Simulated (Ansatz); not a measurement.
## Sensitivity of the G0W0 gap of NbInO4 (P2/c)

Aim: change settings of a G0W0 run on NbInO4 (P2/c) and see what moves.

Method: G0W0 on r2SCAN, plane waves, PAW, in Ansatz 0.2.0.

## 1. Starting point

It takes space group P2/c (No. 13, monoclinic). Conventional cell: a = 4.835 Å, b = 5.771 Å, c = 5.144 Å, α = 90.00°, β = 91.13°, γ = 90.00°. Nearest to Nb lie 6 O at 1.88 to 2.15 Å. Nearest to In lie 6 O at 2.10 to 2.23 Å. O has 1 Nb at 1.88 Å and 2 In at 2.15 to 2.23 Å nearest. O has 2 Nb at 1.98 to 2.15 Å and 1 In at 2.10 Å nearest. Farther neighbours and most contacts between anions are not listed.

The cell and positions come from the Crystallography Open Database and are kept as given unless a step says otherwise. The default PAW set here is soft_2. Its files were made with PBE.

## 2. The base run: 2×2×2 mesh, 306 empty bands, screening to 96 eV

G0W0 replaces the xc potential by the self-energy, built once from these orbitals. Only a window of levels is corrected, while the sums run over the empty bands that the input names.

The input, input.yaml:

```yaml
crystal:
  lattice:
    - [4.8355, 0.0, 0.0]
    - [0.0, 5.7709, 0.0]
    - [-0.1014445258, 0.0, 5.1429996119]
  atoms:
    - { symbol: Nb, position: [0.0, 0.1779, 0.25] }
    - { symbol: Nb, position: [0.0, 0.8221, 0.75] }
    - { symbol: In, position: [0.5, 0.6825, 0.25] }
    - { symbol: In, position: [0.5, 0.3175, 0.75] }
    - { symbol: O, position: [0.26, 0.618, 0.901] }
    - { symbol: O, position: [0.74, 0.618, 0.599] }
    - { symbol: O, position: [0.74, 0.382, 0.099] }
    - { symbol: O, position: [0.26, 0.382, 0.401] }
    - { symbol: O, position: [0.217, 0.898, 0.438] }
    - { symbol: O, position: [0.783, 0.898, 0.062] }
    - { symbol: O, position: [0.783, 0.102, 0.562] }
    - { symbol: O, position: [0.217, 0.102, 0.938] }
kpoints:
  mp_grid: { grid: [2, 2, 2] }
hamiltonian:
  xc: r2scan
scf:
  occupations: { method: fixed }
gw:
  n_empty_bands: 306
  ecut_chi: 96
  qp_bands: [v4, c4]
  qp_kpoints: band_edges
  screening: { model: contour_deformation }
```

Command:

```
> ansatz run input.yaml --threads 24 --pin off --max-ram 82944MiB --backend cuda --events-out ev --progress --plain --runs-dir out --devices 1 --max-vram 78GiB
```

Numbers of over 12 decimals in the logs are rounded to 6 here.

Log:

```text
GPUs: using 1 of 1 available (devices: 1).
Engine: ansatz 0.2.0, aarch64-unknown-linux-gnu
Pseudopotentials: kind: paw
Pseudopotential: Nb, paw, valence charge 13, recommended cutoff 500 eV (meta_gga), Nb.paw.azcp
Pseudopotential: In, paw, valence charge 13, recommended cutoff 500 eV (meta_gga), In.paw.azcp
Pseudopotential: O, paw, valence charge 6, recommended cutoff 500 eV (meta_gga), O.paw.azcp
Functional definition: r2SCAN
  parameter k0 = 0.174
  parameter k1 = 0.065
  parameter a1 = 4.9479
  exchange = r2scan_x(k0 = k0, k1 = k1, a1 = a1)
  correlation = r2scan_c
[...]
Crystal: 12 atoms, lattice volume = 143.516 Å³
Basis set: ecut = 500 eV, 3649 PW (Γ), exchange–correlation on 144×180×160 points (64 copies of the dense FFT grid, shifted against one another)
Bands: 62, of which v1, the nominal top of the filled ones, is band 50 counted from 1 (49 counted from 0)
Symmetry: 4 space group operations
Space group: P2/c (ITA 13), of the structure as read, at distance tolerance 5.2e-5 Å
k-points: 8
Non-local potential: Nb, projectors of the file, l = 0: 3, l = 1: 2, l = 2: 2, l = 3: 1
Non-local potential: In, projectors of the file, l = 0: 2, l = 1: 2, l = 2: 2, l = 3: 2
Non-local potential: O, projectors of the file, l = 0: 2, l = 1: 2, l = 2: 1
PAW form: soft (Blöchl's): semilocal exchange-correlation on the pseudo side does not see the compensation charge
PAW frozen core: Nb, regenerated for the run's functional (the file was generated under x = pbe(κ = 0.804, μ = 0.219515), c = pbe(β = 0.066725))
PAW frozen core: In, regenerated for the run's functional (the file was generated under x = pbe(κ = 0.804, μ = 0.219515), c = pbe(β = 0.066725))
PAW frozen core: O, regenerated for the run's functional (the file was generated under x = pbe(κ = 0.804, μ = 0.219515), c = pbe(β = 0.066725))
PAW one-centre angular grid: Nb, 590 points (default); XC on 160 Gauss nodes
PAW one-centre angular grid: In, 590 points (default); XC on 289 of its mesh's 2783 points in the sphere
PAW one-centre angular grid: O, 302 points (default); XC on 160 Gauss nodes
Initial density: superposition of atomic densities (neutral atoms: chi_scale 0, normalization atom), corrected by the library's trained network
Initial wavefunctions: pseudopotential atomic-orbital guess
[...]
Functional: x = r2scan, c = r2scan; τ floored in thin density (d = 2e-4 eV/Å³)
SCF iter   1: F=—  HF=-24908.787455 eV  |F-HF|=—  |Δ(HF+E_count)|=         —  Δρ=1.66e-2  dr2=5.15e-1  dr2_τ=7.21e-1  ethr=1.77e-3  ⟨swp⟩=5.0  Hψ=1685  notcnv=0  defer=76
preconditioner: auto → Resta (q_TF=auto, 2.569 Å⁻¹)  ε∞=5.0  [insulator: Δε(μ)=4.226 eV  Ē_g=14.248 eV  n_scr=38 (ndim 8)  ℏωp=28.4 eV  f_vac=0.026  ε∞_Penn≈5.0]
SCF iter   2: F=—  HF=-24908.838588 eV  |F-HF|=—  |Δ(HF+E_count)|=   5.11e-2  Δρ=7.38e-3  dr2=2.67e-2  dr2_τ=2.60e-2  ethr=5.15e-4  ⟨swp⟩=2.8  Hψ=911  notcnv=0  defer=71
SCF iter   3: F=—  HF=-24908.839579 eV  |F-HF|=—  |Δ(HF+E_count)|=   9.91e-4  Δρ=3.37e-3  dr2=8.16e-3  dr2_τ=7.50e-4  ethr=2.67e-5  ⟨swp⟩=2.0  Hψ=678  notcnv=0  defer=79
SCF iter   4: F=—  HF=-24908.839352 eV  |F-HF|=—  |Δ(HF+E_count)|=   2.28e-4  Δρ=7.01e-4  dr2=5.26e-4  dr2_τ=9.18e-5  ethr=8.16e-6  ⟨swp⟩=2.0  Hψ=657  notcnv=0  defer=80
SCF iter   5: F=—  HF=-24908.839378 eV  |F-HF|=—  |Δ(HF+E_count)|=   2.61e-5  Δρ=2.77e-4  dr2=9.95e-5  dr2_τ=1.70e-5  ethr=5.26e-7  ⟨swp⟩=2.0  Hψ=718  notcnv=0  defer=71
SCF iter   6: F=—  HF=-24908.839367 eV  |F-HF|=—  |Δ(HF+E_count)|=   1.04e-5  Δρ=8.10e-5  dr2=9.67e-6  dr2_τ=8.32e-7  ethr=9.95e-8  ⟨swp⟩=2.0  Hψ=676  notcnv=0  defer=44
SCF iter   7: F=—  HF=-24908.839368 eV  |F-HF|=—  |Δ(HF+E_count)|=   1.24e-6  Δρ=1.87e-5  dr2=5.53e-7  dr2_τ=4.92e-8  ethr=9.67e-9  ⟨swp⟩=2.0  Hψ=769  notcnv=0  defer=44
SCF iter   8: F=-24908.839368 eV  HF=-24908.839368 eV  |F-HF|=1.52e-9  |Δ(HF+E_count)|=   7.74e-8  Δρ=3.76e-6  dr2=2.98e-8  dr2_τ=2.18e-9  ethr=1.00e-10  ⟨swp⟩=9.5  Hψ=1694  notcnv=0
SCF 1 converged in 8 iterations: F = -24908.839368 eV  dr2 = 2.98e-8
[...]
SCF converged after 8 iterations
[...]
0    54     13.2444   -14.1062    -4.9857   -20.2631  0.7799    14.4348    14.4156  root
     1    47      8.2003   -26.0298     4.6635   -21.2458  0.7548     8.0797     8.0800  root
     1    48      8.2003   -26.0298     4.6635   -21.2458  0.7548     8.0797     8.0800  root
     1    49      8.3857   -26.5130     4.6296   -21.7852  0.7570     8.2874     8.2875  root
     1    50      8.3857   -26.5130     4.6296   -21.7852  0.7570     8.2874     8.2875  root
     1    51     12.5527   -13.3600    -4.6110   -18.9804  0.7978    13.5733    13.5620  root
     1    52     12.5527   -13.3600    -4.6110   -18.9804  0.7978    13.5733    13.5620  root
     1    53     13.1746   -14.0307    -4.9725   -20.1608  0.7785    14.3512    14.3321  root
[...]
7    51     13.1269   -13.2957    -5.1125   -19.4933  0.7858    14.2280    14.2119  root
     7    52     13.1269   -13.2957    -5.1125   -19.4933  0.7858    14.2280    14.2119  root
     7    53     13.1610   -13.9519    -4.9303   -19.9994  0.7827    14.2954    14.2782  root
     7    54     13.1610   -13.9519    -4.9303   -19.9994  0.7827    14.2954    14.2782  root
```

Wall time 3.2 s (1 × NVIDIA GB200 (shared by 2 runs) with 24 threads of Arm Neoverse V2, shared host); peak memory 1.8 GiB.

In the SCF lines HF is the Harris–Foulkes energy and dr2 the Hartree energy of the density residual, in eV; the loop may stop once dr2 is under the threshold and the program's other checks hold. Hψ counts applications of the Hamiltonian.

This step gave:

```
bands summed                                 : 356
RPA ε∞ on this mesh (eigenvalues)            : 4.469, 4.605, 4.860
plane waves in the screening matrix          : 295
q-points in the mesh                         : 8
G0W0 gap on the mesh                         : 5.029 eV
k of the valence top                         : 0, -0.5, 0
k of the conduction bottom                   : 0, -0.5, 0
starting gap on the mesh                     : 3.908 eV
Z at the valence top                         : 0.7583
Z at the conduction bottom                   : 0.7923
least direct G0W0 gap on the computed points : 5.029 eV
```

The gap on the mesh goes from 3.91 eV to 5.03 eV, a correction of +1.12 eV, though a band edge has moved to another state.

## 3. Variant: larger pair-density box

input.yaml: that of step 2 with these lines changed.

```diff
@@ -25,4 +25,4 @@
 gw:
-  n_empty_bands: 306
-  ecut_chi: 96
+  n_empty_bands: 325
+  ecut_chi: 100
   qp_bands: [v4, c4]
@@ -30 +30,2 @@
   screening: { model: contour_deformation }
+  ecutfock_ratio: 2
```

Log:

```text
GPUs: using 1 of 1 available (devices: 1).
[...]
Crystal: 12 atoms, lattice volume = 143.516 Å³
Basis set: ecut = 500 eV, 3649 PW (Γ), exchange–correlation on 144×180×160 points (64 copies of the dense FFT grid, shifted against one another)
Bands: 62, of which v1, the nominal top of the filled ones, is band 50 counted from 1 (49 counted from 0)
[... 1 set-up line as in the run before ...]
[...]
k-points: 8
[...]
SCF iter   1: F=—  HF=-24908.787455 eV  |F-HF|=—  |Δ(HF+E_count)|=         —  Δρ=1.66e-2  dr2=5.15e-1  dr2_τ=7.21e-1  ethr=1.77e-3  ⟨swp⟩=5.0  Hψ=1685  notcnv=0  defer=76
[...]
SCF iter   8: F=-24908.839368 eV  HF=-24908.839368 eV  |F-HF|=1.52e-9  |Δ(HF+E_count)|=   7.74e-8  Δρ=3.76e-6  dr2=2.98e-8  dr2_τ=2.18e-9  ethr=1.00e-10  ⟨swp⟩=9.5  Hψ=1694  notcnv=0
SCF 1 converged in 8 iterations: F = -24908.839368 eV  dr2 = 2.98e-8
[...]
SCF converged after 8 iterations
[...]
0    54     13.2444   -14.1062    -5.0098   -20.2631  0.7796    14.4098    14.3915  root
     1    47      8.2003   -26.0298     4.6437   -21.2458  0.7545     8.0598     8.0601  root
     1    48      8.2003   -26.0298     4.6437   -21.2458  0.7545     8.0598     8.0601  root
     1    49      8.3857   -26.5130     4.6098   -21.7852  0.7565     8.2675     8.2677  root
     1    50      8.3857   -26.5130     4.6098   -21.7852  0.7565     8.2675     8.2677  root
     1    51     12.5527   -13.3600    -4.6312   -18.9804  0.7975    13.5526    13.5418  root
     1    52     12.5527   -13.3600    -4.6312   -18.9804  0.7975    13.5526    13.5418  root
     1    53     13.1746   -14.0307    -4.9934   -20.1608  0.7782    14.3297    14.3113  root
[...]
7    51     13.1269   -13.2957    -5.1314   -19.4933  0.7855    14.2085    14.1930  root
     7    52     13.1269   -13.2957    -5.1314   -19.4933  0.7855    14.2085    14.1930  root
     7    53     13.1610   -13.9519    -4.9510   -19.9994  0.7824    14.2741    14.2576  root
     7    54     13.1610   -13.9519    -4.9510   -19.9994  0.7824    14.2741    14.2576  root
```

Wall time 3.8 s (1 × NVIDIA GB200 (shared by 2 runs) with 24 threads); peak memory 1.8 GiB.

The G0W0 gap on the mesh is 5.029 eV.

Against the base:

```
              setting  base  variant
          empty bands   306      325
screening cutoff (eV)    96      100
       ecutfock ratio     -        2
```

```
                                    quantity  variant   base
                    starting gap on the mesh    3.908  3.908
                        G0W0 gap on the mesh    5.029  5.029
least direct G0W0 gap on the computed points    5.029  5.029
                        Z at the valence top    0.758  0.758
                  Z at the conduction bottom    0.792  0.792
```

## 4. Variant: guard bands

input.yaml: that of step 3 with these lines changed.

```diff
@@ -25,4 +25,4 @@
 gw:
-  n_empty_bands: 325
-  ecut_chi: 100
+  n_empty_bands: 233
+  ecut_chi: 80
   qp_bands: [v4, c4]
@@ -30,2 +30,2 @@
   screening: { model: contour_deformation }
-  ecutfock_ratio: 2
+  n_guard_bands: 12
```

Log:

```text
GPUs: using 1 of 1 available (devices: 1).
[...]
Crystal: 12 atoms, lattice volume = 143.516 Å³
Basis set: ecut = 500 eV, 3649 PW (Γ), exchange–correlation on 144×180×160 points (64 copies of the dense FFT grid, shifted against one another)
Bands: 62, of which v1, the nominal top of the filled ones, is band 50 counted from 1 (49 counted from 0)
[... 1 set-up line as in the run before ...]
[...]
k-points: 8
[...]
SCF iter   1: F=—  HF=-24908.787455 eV  |F-HF|=—  |Δ(HF+E_count)|=         —  Δρ=1.66e-2  dr2=5.15e-1  dr2_τ=7.21e-1  ethr=1.77e-3  ⟨swp⟩=5.0  Hψ=1685  notcnv=0  defer=76
[...]
SCF iter   8: F=-24908.839368 eV  HF=-24908.839368 eV  |F-HF|=1.52e-9  |Δ(HF+E_count)|=   7.74e-8  Δρ=3.76e-6  dr2=2.98e-8  dr2_τ=2.18e-9  ethr=1.00e-10  ⟨swp⟩=9.5  Hψ=1694  notcnv=0
SCF 1 converged in 8 iterations: F = -24908.839368 eV  dr2 = 2.98e-8
[...]
SCF converged after 8 iterations
[...]
0    54     13.2444   -14.1062    -4.8822   -20.2631  0.7815    14.5420    14.5190  root
     1    47      8.2003   -26.0298     4.7481   -21.2458  0.7565     8.1645     8.1645  root
     1    48      8.2003   -26.0298     4.7481   -21.2458  0.7565     8.1645     8.1645  root
     1    49      8.3857   -26.5130     4.7148   -21.7852  0.7587     8.3727     8.3727  root
     1    50      8.3857   -26.5130     4.7148   -21.7852  0.7587     8.3727     8.3727  root
     1    51     12.5527   -13.3600    -4.5176   -18.9804  0.7992    13.6691    13.6554  root
     1    52     12.5527   -13.3600    -4.5176   -18.9804  0.7992    13.6691    13.6554  root
     1    53     13.1746   -14.0307    -4.8701   -20.1608  0.7801    14.4574    14.4345  root
[...]
7    51     13.1269   -13.2957    -5.0121   -19.4933  0.7872    14.3317    14.3123  root
     7    52     13.1269   -13.2957    -5.0121   -19.4933  0.7872    14.3317    14.3123  root
     7    53     13.1610   -13.9519    -4.8289   -19.9994  0.7842    14.4004    14.3796  root
     7    54     13.1610   -13.9519    -4.8289   -19.9994  0.7842    14.4004    14.3796  root
```

Run time: 2.6 s. Hardware: 1 × NVIDIA GB200 (shared by 2 runs) with 24 threads; peak memory 1.6 GiB; 11 s of CPU time.

The G0W0 gap on the mesh is 5.037 eV.

Against the base:

```
              setting  base  variant
          empty bands   306      233
screening cutoff (eV)    96       80
        n guard bands     -       12
```

| quantity | variant | base |
| --- | --- | --- |
| starting gap on the mesh | 3.908 | 3.908 |
| G0W0 gap on the mesh | 5.037 | 5.029 |
| least direct G0W0 gap on the computed points | 5.037 | 5.029 |
| Z at the valence top | 0.760 | 0.758 |
| Z at the conduction bottom | 0.794 | 0.792 |

## 5. What came out

```json
{
  "base": "5.03 eV, 3.2 s",
  "larger pair-density box": "5.03 eV, 3.8 s",
  "guard bands": "5.04 eV, 2.6 s"
}
```

In words: Larger pair-density box: the gap moves by +0.0003 eV. The variant differs from the base in empty bands, screening cutoff and ecutfock ratio together, so the change can't be laid to one of them. Guard bands: the gap moves by +0.01 eV. The variant differs from the base in empty bands, screening cutoff and n guard bands together, so the change can't be laid to one of them. All runs here use a coarse mesh and modest cutoffs; they test settings and are not final values. The 2×2×2 mesh is coarse for this cell (its supercell is 10 Å along the shortest edge). The RPA ε∞ on it, from the r2SCAN start, is 4.47, 4.60 and 4.86; such meshes misread the long-range screening, most where the gap is narrow. The many-body steps are scalar-relativistic: spin-orbit coupling is not in them.

[Paths, hosts, dates, memory and timing lines, banners, echoed tables and standing remarks are left out of the program output.]

[Logs are printed without paths, hosts, clocks, repeated set-up lines and the standing remarks that a program may print on its own settings, such as how far it seeks lower states.]

[Runs of the session that timed out or met a known fault of the program may be left out.]

[Cells called generated may have been cut or substituted from an entry of the Crystallography Open Database or the Materials Project.]

[Hosts, paths, dates, database ids (printed as entryN), source tags and the programs' standing remarks are cut or masked in the printed files.]
